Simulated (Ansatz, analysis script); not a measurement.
# Constrained moments in NiO, part 2 of 2

Wanted: the stiffness of the order of NiO against turning one moment and its images, from self-consistent constrained states.

Ansatz 0.2.0; LDA with U = 6 eV on Ni d (ortho-atomic projectors), PAW set soft_1 (files made for PBE).

So far. Step 2 (Collinear start 1: antiferro q=(0,1/2,1/2) +-): It ends antiferromagnetic, with 1.69 μB on the largest site. Step 3 (Collinear start 2: antiferro q=(0,0,1/2) +-): It ends antiferromagnetic, with 1.60 μB on the largest site.

### Step 5. Constrained states

Level of this step: Ansatz DFT on spinors, a batch of states with constrained moment directions; LDA+U, PAW set soft_1; PAW set soft_1 (Ansatz).

A canted state is in general not stationary, so a lock holds the direction of each moment by a field that the run finds for itself, with a floor under its size so that it cannot collapse. One batch solves all states on one mesh, so that their energies can be subtracted.

The input counts atoms from 0. Atom 1 (Ni) is the turned one, and with it all its lattice images.

The input, input.yaml:

```yaml
crystal:
  lattice:
    - [0.0, 2.0859016414, 2.0859016414]
    - [2.0859016414, 0.0, 2.0859016414]
    - [4.1718032828, 4.1718032828, 0.0]
  atoms:
    - { symbol: Ni, position: [0.0, 0.0, 0.0], spin: 1.6, spin_axis: [0.0, 0.0, 1.0] }
    - { symbol: Ni, position: [0.0, 0.0, 0.5], spin: 1.6, spin_axis: [0.0, 0.0, -1.0] }
    - { symbol: O, position: [0.5, 0.5, 0.25] }
    - { symbol: O, position: [0.5, 0.5, 0.75] }
kpoints:
  mp_grid: { grid: [8, 8, 4] }
hamiltonian:
  xc: lda
  hubbard:
    projectors: ortho-atomic
    sites: [{ species: Ni, l: d, u_eff: 6.0 }]
  pseudopotentials: { kind: paw, azcp: { folder: soft_1 }, xc_functional: pbe }
scf:
  occupations: { method: fermi_dirac, width: 0.05 }
  max_iter: 120
  convergence: { dr2_threshold: 1.0e-08 }
basis:
  ecutwfc: 420.0
magnetization:
  noncollinear: true
magnetic_configurations:
  lock: { kind: ray, floor_fraction: 0.25 }
  seed: rotate
  angular_fan:
    site: 1
    rotation_axis: [0, 1, 0]
    angles_deg: [0, 30, 60, 90, 135, 180]
checkpoint:
  read: start
```

Started as:

```sh
$ ansatz run input.yaml --threads 4 --pin off --max-ram 8192MiB --backend cpu --events-out ev --progress --plain --runs-dir out
```

Numbers of over 12 decimals in the logs are rounded to 6 here.

Log:

```text
Warning: checkpoint.read: spin treatment differs: saved collinear, current noncollinear; the saved charge density seeds this run and the saved magnetisation is carried along the axis that this deck's starting moments share; the saved density holds an absolute magnetisation of 3.5e0 μB; saved orbitals are not carried; the saved PAW projector densities are carried along that axis; the saved DFT+U occupations are carried along that axis
[...]
davidson cushion auto → off  (block headroom 10 ≥ Hubbard manifold empty extent 4; pin scf.eigensolver.cushion to override)
Crystal: 4 atoms, lattice volume = 36.303 Å³
Basis set: ecut = 420 eV, 683 PW (Γ)
Bands: 58, of which v1, the nominal top of the filled ones, is band 48 counted from 1 (47 counted from 0)
Symmetry: 4 space group operations
k-points: 132 of 256 (irreducible under 2 space group operations)
[...]
SCF iter   1: F=-12651.663404 eV  HF=-12651.663404 eV  |F-HF|=3.62e-10  |Δ(HF+E_count)|=         —  Δρ=1.56e-6  dr2=7.79e-10  dr2_m=9.26e-11  ethr=1.19e-6  |M|=1.31e-15 ∫|m|=3.46e0 μB  |m|>n=0.0e0 m-floor=2.5e-3 τ_xc=1.2e-29  β_m=0.30  ⟨swp⟩=2.6  Hψ=77853  notcnv=6
eigensolver tolerance schedule: the retry pair's looser diagonalisation over-reported the residual by 228851.04 of it (diagonalisation noise at an unbounded share of the residual, at the tolerance the schedule requests for it); recorded, not acted on — ethr = c·dr2/N_el stays at c = 1.0e-1
[...]
SCF iter   2: F=-12651.663404 eV  HF=-12651.663404 eV  |F-HF|=1.75e-10  |Δ(HF+E_count)|=   3.67e-8  Δρ=1.06e-6  dr2=2.43e-10  dr2_m=8.10e-11  ethr=4.64e-12 (applied; sched 1.62e-12)  |M|=1.99e-14 ∫|m|=3.46e0 μB  |m|>n=0.0e0 m-floor=2.5e-3 τ_xc=4.1e-27  ⟨swp⟩=5.6  Hψ=30343  notcnv=0  defer=1
SCF 1 converged in 2 iterations: F = -12651.663404 eV  dr2 = 2.43e-10
[...]
── magnetic configuration reference member: converged ──
── magnetic configuration member 1/6: fan1.0 ──
[...]
SCF 1 converged in 2 iterations: F = -12651.663404 eV  dr2 = 8.44e-11
── member 1 fan1.0: converged ──
── magnetic configuration member 2/6: fan1.30 ──
Symmetry: 2 space group operations
k-points: 132 of 256
[...]
Constraint outer step 1 at iter 9: max|Δm| = 1.81e-2 μB  λ_eff = 1.000 eV/μB²  [c0 t0: gradient δμ = +3.622e-2 eV/μB]
[...]
SCF 1 converged in 23 iterations: F = -12651.647389 eV  dr2 = 6.06e-9
[...]
at 3 of the mixer's solves, the last at iteration 17, it left a direction of its history that read negative out of its fit and stepped the other way along it
── member 2 fan1.30: converged ──
── magnetic configuration member 3/6: fan1.60 ──
[...]
SCF 1 converged in 17 iterations: F = -12651.602060 eV  dr2 = 8.40e-10
── member 3 fan1.60: converged ──
── magnetic configuration member 4/6: fan1.90 ──
[...]
SCF 1 converged in 16 iterations: F = -12651.535969 eV  dr2 = 1.02e-9
── member 4 fan1.90: converged ──
── magnetic configuration member 5/6: fan1.135 ──
[...]
SCF 1 converged in 17 iterations: F = -12651.432271 eV  dr2 = 9.04e-11
── member 5 fan1.135: converged ──
── magnetic configuration member 6/6: fan1.180 ──
[...]
SCF 1 converged in 9 iterations: F = -12651.384689 eV  dr2 = 2.39e-9
── member 6 fan1.180: converged ──
SCF converged after 2 iterations
Stability not checked: this state was not tested for a lower state beside it, because a magnetisation constraint still acts at the end of the SCF (magnetization_constraint; see scf.lower_state_search)
Magnetization: |M| = 0.0000 μB,  M = (-0.0000, +0.0000, -0.0000) μB
Absolute magnetization: 3.4550 μB (∫|m|, with the PAW one-centre terms)
  site 0: m = (-0.0000, +0.0000, +1.6001) μB, |m| = 1.6001 μB  (R = 0.86 Å)
  site 1: m = (-0.0000, +0.0000, -1.6001) μB, |m| = 1.6001 μB  (R = 0.86 Å)
  site 2: m = (+0.0000, -0.0000, -0.0000) μB, |m| = 0.0000 μB  (R = 0.86 Å)
  site 3: m = (+0.0000, -0.0000, +0.0000) μB, |m| = 0.0000 μB  (R = 0.86 Å)
--- Magnetisation constraints (ε_frz = 1.0e-4 eV) ---
  site  kind           target                      achieved (μB)             |Δ|max (μB)  g (eV/μB)                     λ_eff  esc  ok   flags
  0     per_site_axis  ê (+0.000, +0.000, +1.000)  (-0.000, +0.000, +1.600)  1.24e-13     (-8.1e-14, +2.5e-13, +0.0e0)  1.000  0    yes
  1     per_site_axis  ê (+0.000, +0.000, -1.000)  (-0.000, +0.000, -1.600)  1.24e-13     (-2.5e-13, +8.1e-14, +0.0e0)  1.000  0    yes
Free energy (F): -12651.663404 eV
[...]
Internal energy: -12651.663404 eV  (E = F + TS)
E sigma→0 (E₀):  -12651.663404 eV
Fermi energy:    13.920036 eV
[...]
--- Hubbard shell moments (per corrected site; Tr N, ν in electrons; μ in μ_B) ---
  shell 0: Tr N=8.3803  μ_S=(-0.0000, +0.0000, +1.5826)  μ_L=(+0.0000, -0.0000, -0.0000)  μ=(+0.0000, -0.0000, +1.5826)  ν=0.0000 along (+0.000, +0.000, +1.000)
  shell 1: Tr N=8.3803  μ_S=(-0.0000, +0.0000, -1.5826)  μ_L=(+0.0000, -0.0000, +0.0000)  μ=(+0.0000, -0.0000, -1.5826)  ν=0.0000 along (-0.000, -0.000, -1.000)
--- Band table (eV; the first three rows and the last of 132) ---
  k-point 0: bands = [... 44 lower, 11.6200, 11.6200, 11.6200, 11.6200, 15.6629, 15.6629, 16.1133, 16.1133, ... 6 higher]
  k-point 1: bands = [... 44 lower, 12.2271, 12.2271, 12.2271, 12.2271, 15.9820, 15.9820, 15.9820, 15.9820, ... 6 higher]
  k-point 2: bands = [... 44 lower, 12.5759, 12.5759, 12.5759, 12.5759, 15.8394, 15.8394, 15.8394, 15.8394, ... 6 higher]
  k-point 131: bands = [... 44 lower, 11.4791, 11.4791, 12.0099, 12.0099, 15.8612, 15.8612, 15.8973, 15.8973, ... 6 higher]
Occupation matrices written to <dir>
--- Magnetic configurations: 6 members + reference (common group order 2, 132 k-points under it; ray lock λ = 1 eV/μ_B², moment radius default, seed rotate, symmetry detected) ---
  F: the free energy, without the constraint's penalty, at the texture the member reached; Δ(F+E_count)@target: (F + electron-count term + first-order target correction) against the reference's — the energy at the target texture, the difference a fit consumes
  member                      status             F (eV) Δ(F+E_count)@target (meV)  max|Δm| μB  max|g| eV/μB  outer  esc   |G|
  reference                converged     -12651.6634040                    +0.000    1.24e-13      2.49e-13      0    0     4
  fan1.0                   converged     -12651.6634040                    -0.000    1.11e-14      2.21e-14      0    0     4
  fan1.30                  converged     -12651.6473886                   +16.069     7.19e-4       3.77e-2      1    0     2
[...]
fan1.90                  converged     -12651.5359689                  +127.477     2.67e-4       8.40e-2      1    0     2
  fan1.135                 converged     -12651.4322714                  +230.967     1.24e-3       6.67e-2      1    0     2
  fan1.180                 converged     -12651.3846886                  +278.715    4.71e-16      9.42e-16      0    0     4
  no lower state was looked for behind 7 of the runs: none is made under a magnetisation constraint held to the close
```

Elapsed: 3.8 min, on 4 threads of Arm Neoverse V1, shared host; peak memory 0.76 GiB.

The batch gives an energy and a set of moments for each member that converges.

### Step 6. Energies against angle

All numbers here come from the batch. Energies are free energies plus the run's first-order correction to the targets, less the reference.

```csv
angle (°),energy (meV a cell),turned moment (μB)
0,0.00,1.600
30,16.07,1.604
60,61.46,1.615
90,127.48,1.633
135,230.97,1.663
180,278.71,1.678
```

A fit E(θ) = A (1 − cos θ) + B sin²θ to the 5 turned states whose moment kept its size within 15 % gives A = 139 meV and B = -11.5 meV, with an r.m.s. miss of 0.49 meV. A > 0 favours the reference's alignment.

### Step 7. Results

| Property | Result |
| --- | --- |
| energy at 180° | 279 meV a cell |
| turned moment | 1.60 μB at 0°, 1.68 μB at 180° |
| bilinear term A | 139 meV |
| biquadratic term B | -11.5 meV |

Every turn costs energy, 279 meV a cell at 180°, so the antiferromagnetic reference is stable against this one rotation; no orders other than those typed and the 180° state were run. The turned moment keeps its size within 4.9 %. The biquadratic term is 8.3 % of the bilinear one, so a Heisenberg term alone is not enough; B < 0 softens the collinear states, though not enough for a canted minimum. With two magnetic atoms a cell and E = −Σ J e·e over ordered pairs, the couplings of one atom to all images of the other sum to -69.5 meV. Spin–orbit coupling is switched off, and couplings of the turned atom to its own lattice images don't enter, since these turn with it.

[Logs and program files are shortened in this print: banners, set-up blocks, solver, clock and traceback lines can be left out without a mark of their own.]

[Logs are printed without paths, hosts, clocks, repeated set-up lines and the standing remarks that a program may print on its own settings, such as how far it seeks lower states.]

[Hosts, paths, dates, database ids (printed as entryN), source tags and the programs' standing remarks are cut or masked in the printed files.]
